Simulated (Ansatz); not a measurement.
# AsPb3N (built on the sites of a database entry of Ca3SbN): following an unstable mode, part 3 of 3

Which phase does AsPb3N (built on the sites of a database entry of Ca3SbN) fall into along its unstable mode, and how much energy does it gain?

Ansatz 0.2.0; DFT r2SCAN, scalar-relativistic, plane waves, PAW.

So far. Step 5 (Energy along the mode, all amplitudes (two of the runs …): The lowest of the steps tried is the last one, at 0.6 Å, 78.2 meV/atom below the parent; the bottom of the well need not coincide with a step. Step 7 (The new phase in its own primitive cell): The largest force component left is 0.068 meV/Å and the pressure is 0.000 GPa, within the tolerances set. The cell now holds 38.28 Å³/atom. The relaxed cell has a = 7.011, c = 13.487 Å (conventional setting).

The structure was built from a prototype and need not be the compound's stable phase.

## 8. Modes of the new phase, k-mesh 6×6×6

A relaxed structure may still be a saddle point, so its zone-centre modes are computed. No field response is asked, since the mesh shows no gap.

Input file input.yaml:

```yaml
crystal:
  lattice:
    - [3.5054870882, 2.023893914, 4.4957333696]
    - [-3.5054870882, 2.023893914, 4.4957333696]
    - [0.0, -4.047787828, 4.4957333696]
  atoms:
    - { symbol: Pb, position: [0.4550121012, 0.4550121012, 0.9818471149] }
    - { symbol: Pb, position: [0.9818471149, 0.4550121012, 0.4550121012] }
    - { symbol: Pb, position: [0.4550121012, 0.9818471149, 0.4550121012] }
    - { symbol: As, position: [0.4582459109, 0.4582459109, 0.4582459109] }
    - { symbol: "N", position: [0.2095195853, 0.2095195853, 0.2095195853] }
kpoints:
  mp_grid: { grid: [6, 6, 6] }
hamiltonian:
  xc: r2scan
scf:
  occupations: { method: methfessel_paxton, width: 0.2 }
output:
  eigenvalues: true
phonons:
  method: dfpt
```

The run is started by

```bash
$ ansatz run input.yaml --threads 4 --pin off --max-ram 14336MiB --backend cpu --events-out ev --progress --plain --runs-dir out
```

Numbers of over 12 decimals in the logs are rounded to 6 here.

What it wrote:

```text
[...]
Crystal: 5 atoms, lattice volume = 191.376 Å³
Basis set: ecut = 500 eV, 4823 PW (Γ), exchange–correlation on 225×225×225 points (125 copies of the dense FFT grid, shifted against one another)
Bands: 38, of which v1, the nominal top of the filled ones, is band 31 counted from 1 (30 counted from 0)
Symmetry: 6 space group operations
k-points: 112 of 216 (irreducible under 1 space group operation, time reversal used)
[...]
SCF iter   1: F=—  HF=-41008.556119 eV  |F-HF|=—  |Δ(HF+E_count)|=         —  Δρ=7.17e-3  dr2=1.01e-1  dr2_τ=5.25e-2  ethr=1.77e-3  ⟨swp⟩=6.9  Hψ=19903  notcnv=0
[...]
SCF iter  12: F=-41008.593294 eV  HF=-41008.593294 eV  |F-HF|=0.00e0  |Δ(HF+E_count)|=  2.18e-11  S|Δr|=    0.00e0  Δρ=2.56e-8  dr2=2.88e-12  dr2_τ=8.13e-14  ethr=1.00e-12  ⟨swp⟩=12.8  Hψ=24203  notcnv=0
SCF 1 converged in 12 iterations: F = -41008.593294 eV  dr2 = 2.88e-12
[...]
DFPT response loops at Γ: preconditioner auto → none (partly filled bands, converged f_vac=0.255); β = 0.50; Broyden in place of MSR1
SCF converged after 12 iterations
[...]
Free energy (F): -41008.593294 eV
[...]
Internal energy: -41008.598359 eV  (E = F + TS)
E sigma→0 (E₀):  -41008.594560 eV
Entropy (-TS):   0.005065 eV (1.013 meV/atom)
Fermi energy:    4.915727 eV
[...]
--- Band table (eV; the first three rows and the last of 112) ---
  k-point 0: bands = [... 27 lower, 1.9355, 2.7306, 2.7306, 3.6929, 6.1334, 6.1334, 7.3140, 8.6949, ... 3 higher]
  k-point 1: bands = [... 27 lower, 2.2000, 2.7454, 2.7868, 3.7944, 5.9612, 6.0950, 7.4087, 8.7534, ... 3 higher]
  k-point 2: bands = [... 27 lower, 2.4095, 2.9998, 3.3603, 4.1175, 5.6533, 5.9447, 7.6314, 7.9623, ... 3 higher]
  k-point 111: bands = [... 27 lower, 2.6858, 4.4597, 4.4597, 5.1192, 5.6490, 5.6490, 5.9347, 7.4904, ... 3 higher]
[...]
k mesh reduced under 1 symmetry operation, with k and −k counted as one. Each operation leaves every solved perturbation unchanged. A smaller set is not considered because the functional reads the kinetic-energy density
  ASR residual: 1.339e-3 → 0.000e0 eV/Å²; symmetrization residual: 2.339e-5 eV/Å²
  ASR residual per site (eV/Å²): 3.68e-5 3.35e-5 3.35e-5 3.56e-5 1.34e-3
[...]
```

The job ended after 20 min (4 threads of Arm Neoverse V1, shared host; peak memory 5.5 GiB; 78 min of CPU time).

This step gave:

| Quantity | Value |
| --- | --- |
| sum-rule residual before enforcement | 0.001339 eV/Å² |
| point group | 3m |
| highest optical mode at the zone centre (no LO-TO term) | 406.2 cm⁻¹ |
| lowest optical zone-centre mode | -25.26 cm⁻¹ |

Patterns of degenerate modes are one choice out of their space. The modes at Γ (shares of kinetic energy by element, %) (negative means imaginary):

```
mode  frequency (cm⁻¹)  symmetry  Pb %  As %  N %
   1             -25.3        A2   100     0    0
   2               0.0  acoustic    87    11    2
   3               0.0  acoustic    87    11    2
   4               0.0  acoustic    87    11    2
   5              14.8         E    61    38    1
   6              14.8         E    61    38    1
   7              61.9         E    60    40    1
   8              61.9         E    60    40    1
   9              78.5         E    86    12    2
  10              78.5         E    86    12    2
  11             106.4        A1    96     1    3
  12             131.0        A1    12    88    0
  13             349.8         E     6     0   94
  14             349.8         E     6     0   94
  15             406.2        A1     5     1   94
```

Displacements in mode 1 (-25.3 cm⁻¹), the largest set to 1:
```
Pb1  1.00  0.00  0.00
Pb2 -0.50  0.87  0.00
Pb3 -0.50 -0.87  0.00
As4  0.00  0.00  0.00
N5   0.00  0.00  0.00
```

Displacements in mode 15 (406.2 cm⁻¹), the largest set to 1:
```
Pb1  0.00 -0.03 -0.02
Pb2  0.03  0.01 -0.02
Pb3 -0.03  0.01 -0.02
As4  0.00  0.00 -0.03
N5   0.00  0.00  1.00
```

Before it was imposed, the acoustic sum rule was missed by 0.0013 eV/Å². Small misses are needed for a sound result but don't prove that mesh and cutoff are converged. The lowest optical mode is imaginary, 25.3i cm⁻¹, so the energy falls along it.

## 9. Summary of results

```json
{
  "unstable mode of the parent": "q = (0, 0, 0), 200i cm⁻¹",
  "depth at the lowest point sampled": "78.2 meV/atom",
  "largest atomic shift at that point": "0.6 Å",
  "space group reached (within 0.01 Å)": "R3m",
  "energy gained over the parent (first relaxation, on the mesh of the frozen mode)": "901 meV/atom",
  "volume per atom, phase reached": "38.3 Å³",
  "lowest optical zone-centre mode, phase reached": "-25.3 cm⁻¹",
  "highest optical mode at the zone centre (no LO-TO term), phase reached": "406 cm⁻¹"
}
```

In words: Along this mode the structure falls into R3m, 901 meV/atom below the parent. At the parent's cell the well is 78.17 meV/atom deep on the steps tried, with its lowest point at a shift of 0.6 Å. That is the last step tried, so the steps alone don't bracket the bottom of the well. Relaxing atoms and cell changes the gain by +823.10 meV/atom against the lowest step (energies at zero smearing). Most of the total comes from this relaxation. The new phase still has an imaginary mode at the zone centre of its cell, so it is a saddle point on the way to a lower structure. Of the 2 patterns followed to their end from this parent, this one reaches the lowest energy. Each path keeps the symmetry of its pattern, so a lower phase may lie along a pattern not tried. With no gap, or one that is small against the smearing, the frequencies hang on the k mesh and the smearing, most of all near Kohn anomalies. The volume moved by more than a tenth on the k mesh of the start, so the energy gain is rough. Spin-orbit coupling is left out, which can matter for the heavy elements here. The starting cell was built on a prototype and not taken from a measurement, so the phase need not exist.

[Logs are printed without paths, hosts, clocks, repeated set-up lines and the standing remarks that a program may print on its own settings, such as how far it seeks lower states.]

[Hosts, paths, dates, database ids (printed as entryN), source tags and the programs' standing remarks are cut or masked in the printed files.]
